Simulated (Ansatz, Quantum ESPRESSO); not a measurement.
# Mg chain with one atom pushed 1.0 Å aside at constant bond length: ballistic transmission, part 2 of 4

How well does the junction conduct in the ballistic limit? It is: Mg chain with one atom pushed 1.0 Å aside at constant bond length.

Quantum ESPRESSO 7.5; plane-wave DFT, PBE, GBRV ultrasoft pseudopotentials; cross-check by Ansatz 0.2.0 with PAW datasets.

So far. Step 2 (Self-consistent run): The run needed 14 iterations to bring the estimated error under 1e-07 Ry; the largest force on any atom, held or free, is 0.21 eV/Å.

## (3) Transmission with pwcond.x

Level of this step: transmission by pwcond, lead and junction from one cell; plane-wave DFT, PBE, GBRV ultrasoft pseudopotentials (Quantum ESPRESSO).

prefixt takes both regions from one run: the lead from 0 to bdl, the scattering region from bdl to bds (units of alat). ikind = 1 puts the same lead on both sides. The program's T_tot counts both spins in a run without spin; the tables below give T per spin.

The input, cond.in:

```
&inputcond
  outdir = './out'
  prefixt = 'scf'
  tran_file = 'cond.dat'
  bdl = 0.8000000000
  bds = 4.3542472333
  ikind = 1
  ewind = 4.0
  epsproj = 1e-05
  nz1 = 7
  energy0 = 2.0
  denergy = -0.1
/
1
  0.00000000 0.00000000 1.00000000
41
```

The run is started by

```bash
> OMP_NUM_THREADS=1 mpirun -n 4 pwcond.x -in cond.in > cond.out
```

The log of the run:

```text
[banner, memory and clock lines left out]
Program PWCOND v.7.5 starts

          URL

     ./out/scf.save/

     IMPORTANT: XC functional enforced from input :
     Exchange-correlation= PBE
                           (   1   4   3   4   0   0   0)
     Any further DFT definition will be discarded
     Please, verify this is what you really want

     Reading collected, re-writing distributed wavefunctions

===== INPUT FILE containing all the regions =====

     GEOMETRY:

     lattice parameter (alat)  =      14.1729  a.u.
     the volume                =   12396.3399 (a.u.)^3
     the cross section         =     200.8724 (a.u.)^2
     l of the unit cell        =       4.3542 (alat)
     number of atoms/cell      =           11
     number of atomic types    =            1

     crystal axes: (cart. coord. in units of alat)
               a(1) = (  1.0000  0.0000  0.0000 )
               a(2) = (  0.0000  1.0000  0.0000 )
               a(3) = (  0.0000  0.0000  4.3542 )

   Cartesian axes

     site n.     atom                  positions (alat units)
          1        Mg     tau(  1)=(  0.5000  0.5000  4.3542  )
          2        Mg     tau(  2)=(  0.5000  0.5000  0.4000  )
          3        Mg     tau(  3)=(  0.5000  0.5000  0.8000  )
          4        Mg     tau(  4)=(  0.5000  0.5000  1.2000  )
          5        Mg     tau(  5)=(  0.5000  0.5000  1.6000  )
          6        Mg     tau(  6)=(  0.6333  0.5000  1.9771  )
          7        Mg     tau(  7)=(  0.5000  0.5000  2.3542  )
          8        Mg     tau(  8)=(  0.5000  0.5000  2.7542  )
          9        Mg     tau(  9)=(  0.5000  0.5000  3.1542  )
         10        Mg     tau( 10)=(  0.5000  0.5000  3.5542  )
         11        Mg     tau( 11)=(  0.5000  0.5000  3.9542  )

     nr1s                      =           54
     nr2s                      =           54
     nr3s                      =          240
     nr1sx                     =           54
     nr2sx                     =           54
     nr3sx                     =          240
     nr1                       =           60
     nr2                       =           60
     nr3                       =          270
     nr1x                      =           60
     nr2x                      =           60
     nr3x                      =          270

 _______________________________
  Radii of nonlocal spheres:

     type       ibeta     ang. mom.          radius (alat units)
       Mg         1         0                    0.1069
       Mg         2         0                    0.1069
       Mg         3         0                    0.1069
       Mg         4         1                    0.1069
       Mg         5         1                    0.1069
       Mg         6         2                    0.1069
       Mg         7         2                    0.1069
----- General information -----

--- T calc. with identical leads (ikind=1) ---

     nrx                       =           54
     nry                       =           54
     nz1                       =            7

     energy0               =         2.0E+00
     denergy               =        -1.0E-01
     nenergy               =         41
     ecut2d                =         3.4E+01
     ewind                 =         4.0E+00
     epsproj               =         1.0E-05

     number of k_|| points=    1
                       cryst. coord.
        k(    1) = (   0.0000000   0.0000000), wk =   1.0000000
----- Information about left/right lead -----

     nocros                   =           19
     noins                    =           19
     norb                     =           57
     norbf                    =          190
     nrz                      =           44

      iorb      type   ibeta   ang. mom.   m       position (alat)
        1        1       1        0        1   taunew(   1)=(  0.5000  0.5000  0.0000)
        2        1       2        0        1   taunew(   2)=(  0.5000  0.5000  0.0000)
        3        1       3        0        1   taunew(   3)=(  0.5000  0.5000  0.0000)
        4        1       4        1        1   taunew(   4)=(  0.5000  0.5000  0.0000)
        5        1       4        1        2   taunew(   5)=(  0.5000  0.5000  0.0000)
        6        1       4        1        3   taunew(   6)=(  0.5000  0.5000  0.0000)
        7        1       5        1        1   taunew(   7)=(  0.5000  0.5000  0.0000)
        8        1       5        1        2   taunew(   8)=(  0.5000  0.5000  0.0000)
        9        1       5        1        3   taunew(   9)=(  0.5000  0.5000  0.0000)
       10        1       6        2        1   taunew(  10)=(  0.5000  0.5000  0.0000)
       11        1       6        2        2   taunew(  11)=(  0.5000  0.5000  0.0000)
       12        1       6        2        3   taunew(  12)=(  0.5000  0.5000  0.0000)
       13        1       6        2        4   taunew(  13)=(  0.5000  0.5000  0.0000)
       14        1       6        2        5   taunew(  14)=(  0.5000  0.5000  0.0000)
       15        1       7        2        1   taunew(  15)=(  0.5000  0.5000  0.0000)
       16        1       7        2        2   taunew(  16)=(  0.5000  0.5000  0.0000)
       17        1       7        2        3   taunew(  17)=(  0.5000  0.5000  0.0000)
       18        1       7        2        4   taunew(  18)=(  0.5000  0.5000  0.0000)
       19        1       7        2        5   taunew(  19)=(  0.5000  0.5000  0.0000)
       20        1       1        0        1   taunew(  20)=(  0.5000  0.5000  0.4000)
       21        1       2        0        1   taunew(  21)=(  0.5000  0.5000  0.4000)
       22        1       3        0        1   taunew(  22)=(  0.5000  0.5000  0.4000)
       23        1       4        1        1   taunew(  23)=(  0.5000  0.5000  0.4000)
       24        1       4        1        2   taunew(  24)=(  0.5000  0.5000  0.4000)
       25        1       4        1        3   taunew(  25)=(  0.5000  0.5000  0.4000)
       26        1       5        1        1   taunew(  26)=(  0.5000  0.5000  0.4000)
       27        1       5        1        2   taunew(  27)=(  0.5000  0.5000  0.4000)
       28        1       5        1        3   taunew(  28)=(  0.5000  0.5000  0.4000)
       29        1       6        2        1   taunew(  29)=(  0.5000  0.5000  0.4000)
       30        1       6        2        2   taunew(  30)=(  0.5000  0.5000  0.4000)
       31        1       6        2        3   taunew(  31)=(  0.5000  0.5000  0.4000)
       32        1       6        2        4   taunew(  32)=(  0.5000  0.5000  0.4000)
       33        1       6        2        5   taunew(  33)=(  0.5000  0.5000  0.4000)
[...]
ngper, shell number =          545          70
 ngper, n2d =          545         204
---  E-Ef =    2.0000000  k =    0.0000000   0.0000000
---  ie =          1  ik =          1
 Nchannels of the left tip =            4
 Right moving states:
   k1(2pi/a)   k2(2pi/a)   E-Ef (eV)
   0.2015697  -0.0000143   2.0000000
   0.3054160  -0.0000058   2.0000000
  -0.3367136  -0.0000000   2.0000000
  -0.3367136  -0.0000000   2.0000000
 Left moving states:
   k1(2pi/a)   k2(2pi/a)   E-Ef (eV)
  -0.2015697  -0.0000143   2.0000000
  -0.3054160  -0.0000058   2.0000000
   0.3367137  -0.0000000   2.0000000
   0.3367137  -0.0000000   2.0000000

 to transmit
 Band j to band i transmissions and reflections:
    j         i     |T_ij|^2    |R_ij|^2

    1 -->     1     0.62466     0.02884
    1 -->     2     0.01897     0.03284
    1 -->     3     0.10169     0.01187
    1 -->     4     0.16803     0.01309
   Total T_j, R_j =    0.91336  0.08664

    2 -->     1     0.02052     0.03284
    2 -->     2     0.42151     0.20012
    2 -->     3     0.06851     0.06812
    2 -->     4     0.11320     0.07517
   Total T_j, R_j =    0.62375  0.37625

    3 -->     1     0.10135     0.00941
    3 -->     2     0.06786     0.05402
    3 -->     3     0.68414     0.01191
    3 -->     4     0.05302     0.01828
   Total T_j, R_j =    0.90637  0.09363

    4 -->     1     0.16748     0.01555
    4 -->     2     0.11213     0.08927
    4 -->     3     0.05302     0.02598
    4 -->     4     0.51312     0.02345
   Total T_j, R_j =    0.84575  0.15425

E-Ef(ev), T(x2 spins) =    2.0000000   6.5784364
---  E-Ef =    1.9000000  k =    0.0000000   0.0000000
---  ie =          2  ik =          1
 Nchannels of the left tip =            4
 Right moving states:
   k1(2pi/a)   k2(2pi/a)   E-Ef (eV)
   0.1899903  -0.0000145   1.9000000
   0.2621046  -0.0000059   1.9000000
  -0.3559814  -0.0000000   1.9000000
  -0.3559814  -0.0000000   1.9000000
 Left moving states:
   k1(2pi/a)   k2(2pi/a)   E-Ef (eV)
  -0.1899903  -0.0000145   1.9000000
  -0.2621046  -0.0000059   1.9000000
   0.3559814  -0.0000000   1.9000000
   0.3559814  -0.0000000   1.9000000

 to transmit
 Band j to band i transmissions and reflections:
    j         i     |T_ij|^2    |R_ij|^2

    1 -->     1     0.61297     0.03404
    1 -->     2     0.02141     0.03119
    1 -->     3     0.09059     0.01146
    1 -->     4     0.17746     0.02088
   Total T_j, R_j =    0.90243  0.09757

    2 -->     1     0.02111     0.03119
    2 -->     2     0.35915     0.27005
    2 -->     3     0.05986     0.05009
    2 -->     4     0.11727     0.09127
   Total T_j, R_j =    0.55740  0.44260

    3 -->     1     0.09024     0.01093
    3 -->     2     0.06214     0.04777
    3 -->     3     0.69863     0.00956
    3 -->     4     0.05434     0.02639
   Total T_j, R_j =    0.90535  0.09465

    4 -->     1     0.17679     0.02141
    4 -->     2     0.12174     0.09359
    4 -->     3     0.05433     0.02811
    4 -->     4     0.46220     0.04183
   Total T_j, R_j =    0.81506  0.18494

E-Ef(ev), T(x2 spins) =    1.9000000   6.3604813
---  E-Ef =    1.8000000  k =    0.0000000   0.0000000
---  ie =          3  ik =          1
 Nchannels of the left tip =            4
 Right moving states:
   k1(2pi/a)   k2(2pi/a)   E-Ef (eV)
   0.1783542  -0.0000146   1.8000000
   0.2102704  -0.0000059   1.8000000
  -0.3758331  -0.0000000   1.8000000
  -0.3758331  -0.0000000   1.8000000
 Left moving states:
   k1(2pi/a)   k2(2pi/a)   E-Ef (eV)
  -0.1783542  -0.0000146   1.8000000
  -0.2102704  -0.0000059   1.8000000
   0.3758332  -0.0000000   1.8000000
   0.3758332  -0.0000000   1.8000000

 to transmit
 Band j to band i transmissions and reflections:
    j         i     |T_ij|^2    |R_ij|^2

    1 -->     1     0.60699     0.03925
    1 -->     2     0.02399     0.03134
    1 -->     3     0.08306     0.02043
    1 -->     4     0.17057     0.02437
   Total T_j, R_j =    0.88461  0.11539

    2 -->     1     0.02175     0.03134
    2 -->     2     0.25896     0.36137
    2 -->     3     0.05831     0.06773
    2 -->     4     0.11975     0.08079
   Total T_j, R_j =    0.45878  0.54122

    3 -->     1     0.08367     0.01467
    3 -->     2     0.05837     0.04863
    3 -->     3     0.67873     0.02090
    3 -->     4     0.06384     0.03119
   Total T_j, R_j =    0.88461  0.11539

    4 -->     1     0.17184     0.03013
    4 -->     2     0.11987     0.09988
    4 -->     3     0.06383     0.05147
    4 -->     4     0.40791     0.05507
   Total T_j, R_j =    0.76345  0.23655

E-Ef(ev), T(x2 spins) =    1.8000000   5.9828898
[... further energies and points left out ...]
---  E-Ef =   -1.8000000  k =    0.0000000   0.0000000
---  ie =         39  ik =          1
 Nchannels of the left tip =            1
 Right moving states:
   k1(2pi/a)   k2(2pi/a)   E-Ef (eV)
  -0.2939825  -0.0000196  -1.8000000
 Left moving states:
   k1(2pi/a)   k2(2pi/a)   E-Ef (eV)
   0.2939825  -0.0000196  -1.8000000

 to transmit
 Band j to band i transmissions and reflections:
    j         i     |T_ij|^2    |R_ij|^2

    1 -->     1     0.99788     0.00212
   Total T_j, R_j =    0.99788  0.00212

E-Ef(ev), T(x2 spins) =   -1.8000000   1.9957579
---  E-Ef =   -1.9000000  k =    0.0000000   0.0000000
---  ie =         40  ik =          1
 Nchannels of the left tip =            1
 Right moving states:
   k1(2pi/a)   k2(2pi/a)   E-Ef (eV)
  -0.3118098  -0.0000197  -1.9000000
 Left moving states:
   k1(2pi/a)   k2(2pi/a)   E-Ef (eV)
   0.3118098  -0.0000197  -1.9000000

 to transmit
 Band j to band i transmissions and reflections:
    j         i     |T_ij|^2    |R_ij|^2

    1 -->     1     0.99837     0.00163
   Total T_j, R_j =    0.99837  0.00163

E-Ef(ev), T(x2 spins) =   -1.9000000   1.9967415
---  E-Ef =   -2.0000000  k =    0.0000000   0.0000000
---  ie =         41  ik =          1
 Nchannels of the left tip =            1
 Right moving states:
   k1(2pi/a)   k2(2pi/a)   E-Ef (eV)
  -0.3300575  -0.0000199  -2.0000000
 Left moving states:
   k1(2pi/a)   k2(2pi/a)   E-Ef (eV)
   0.3300576  -0.0000199  -2.0000000

 to transmit
 Band j to band i transmissions and reflections:
    j         i     |T_ij|^2    |R_ij|^2

    1 -->     1     0.99878     0.00122
   Total T_j, R_j =    0.99878  0.00122

E-Ef(ev), T(x2 spins) =   -2.0000000   1.9975539
   T_tot     2.00000      0.65784E+01
   T_tot     1.90000      0.63605E+01
   T_tot     1.80000      0.59829E+01
   T_tot     1.70000      0.53804E+01
   T_tot     1.60000      0.37939E+01
   T_tot     1.50000      0.47653E+01
   T_tot     1.40000      0.52467E+01
   T_tot     1.30000      0.53888E+01
   T_tot     1.20000      0.52390E+01
   T_tot     1.10000      0.52043E+01
   T_tot     1.00000      0.50598E+01
   T_tot     0.90000      0.48387E+01
   T_tot     0.80000      0.45108E+01
   T_tot     0.70000      0.40057E+01
   T_tot     0.60000      0.31173E+01
   T_tot     0.50000      0.30523E+01
   T_tot     0.40000      0.27905E+01
   T_tot     0.30000      0.13827E+01
   T_tot     0.20000      0.00000E+00
   T_tot     0.10000      0.00000E+00
   T_tot    -0.00000      0.00000E+00
   T_tot    -0.10000      0.00000E+00
   T_tot    -0.20000      0.14886E+01
   T_tot    -0.30000      0.17210E+01
   T_tot    -0.40000      0.18113E+01
   T_tot    -0.50000      0.18636E+01
   T_tot    -0.60000      0.18985E+01
   T_tot    -0.70000      0.19235E+01
   T_tot    -0.80000      0.19421E+01
   T_tot    -0.90000      0.19562E+01
   T_tot    -1.00000      0.19670E+01
   T_tot    -1.10000      0.19752E+01
   T_tot    -1.20000      0.19813E+01
   T_tot    -1.30000      0.19858E+01
   T_tot    -1.40000      0.19891E+01
   T_tot    -1.50000      0.19915E+01
   T_tot    -1.60000      0.19932E+01
   T_tot    -1.70000      0.19946E+01
   T_tot    -1.80000      0.19958E+01
   T_tot    -1.90000      0.19967E+01
   T_tot    -2.00000      0.19976E+01

Note: The following floating-point exceptions are signalling: IEEE_UNDERFLOW_FLAG
Note: The following floating-point exceptions are signalling: IEEE_UNDERFLOW_FLAG
Note: The following floating-point exceptions are signalling: IEEE_UNDERFLOW_FLAG
Note: The following floating-point exceptions are signalling: IEEE_UNDERFLOW_FLAG
```

The job ended after 11 min (4 MPI ranks of Arm Neoverse N1, shared host; peak memory 0.59 GiB; 43 min of CPU time).

Read from the output:

* lead channels at the Fermi level, one spin: 0
* transmission at the Fermi level, one spin: 0
* conductance: 0 G₀

Per spin. The open channels by energy, zero at the Fermi level:

| energy (eV) | open channels |
| --- | --- |
| -2.00 | 1 |
| -1.80 | 1 |
| -1.60 | 1 |
| -1.40 | 1 |
| -1.20 | 1 |
| -1.00 | 1 |
| -0.90 | 1 |
| -0.70 | 1 |
| -0.50 | 1 |
| -0.30 | 1 |
| -0.10 | 0 |
| 0.00 | 0 |
| 0.10 | 0 |
| 0.30 | 2 |
| 0.50 | 2 |
| 0.70 | 3 |
| 0.90 | 3 |
| 1.00 | 3 |
| 1.20 | 3 |
| 1.40 | 3 |
| 1.60 | 3 |
| 1.80 | 4 |
| 2.00 | 4 |

Per spin. The transmission by energy, zero at the Fermi level:

energy (eV), transmission and a bar:
```
    -2.00       1.00 #########
    -1.90       1.00 #########
    -1.80       1.00 #########
    -1.70       1.00 #########
    -1.60       1.00 #########
    -1.50       1.00 #########
    -1.40       0.99 #########
    -1.20       0.99 #########
    -1.10       0.99 #########
    -1.00       0.98 #########
    -0.90       0.98 #########
    -0.80       0.97 #########
    -0.70       0.96 #########
    -0.60       0.95 #########
    -0.50       0.93 ########
    -0.40       0.91 ########
    -0.30       0.86 ########
    -0.20       0.74 #######
    -0.10       0.00 
     0.00       0.00 
     0.10       0.00 
     0.20       0.00 
     0.30       0.69 ######
     0.40       1.40 #############
     0.50       1.53 ##############
     0.60       1.56 ##############
     0.70       2.00 ##################
     0.80       2.26 #####################
     0.90       2.42 ######################
     1.00       2.53 #######################
     1.10       2.60 ########################
     1.20       2.62 ########################
     1.30       2.69 #########################
     1.40       2.62 ########################
     1.50       2.38 ######################
     1.60       1.90 #################
     1.70       2.69 #########################
     1.80       2.99 ###########################
     1.90       3.18 #############################
     2.00       3.29 ##############################
```

The program's own clock; routines nest. Time by routine:

| routine | wall time (s) | calls |
| --- | --- | --- |
| PWCOND | 643.7 | 1 |
| scatter_forw | 496.3 | 82 |
| compbs | 113.6 | 41 |
| compbs_2 | 92.71 | 41 |
| local | 22.02 | 1 |
| init | 1.55 | 1 |
| poten | 0.19 | 1 |

At no point does T exceed the number of channels.

(Part 2 of 4 ends here.)

[Logs are printed without paths, hosts, clocks, repeated set-up lines and the standing remarks that a program may print on its own settings, such as how far it seeks lower states.]

[Hosts, paths, dates, database ids (printed as entryN), source tags and the programs' standing remarks are cut or masked in the printed files.]

[Maps of the electrostatic potential energy from Ansatz leave out the sawtooth potential of an applied field or a dipole correction, so their vacuum need not be flat; planar profiles and work functions include it.]
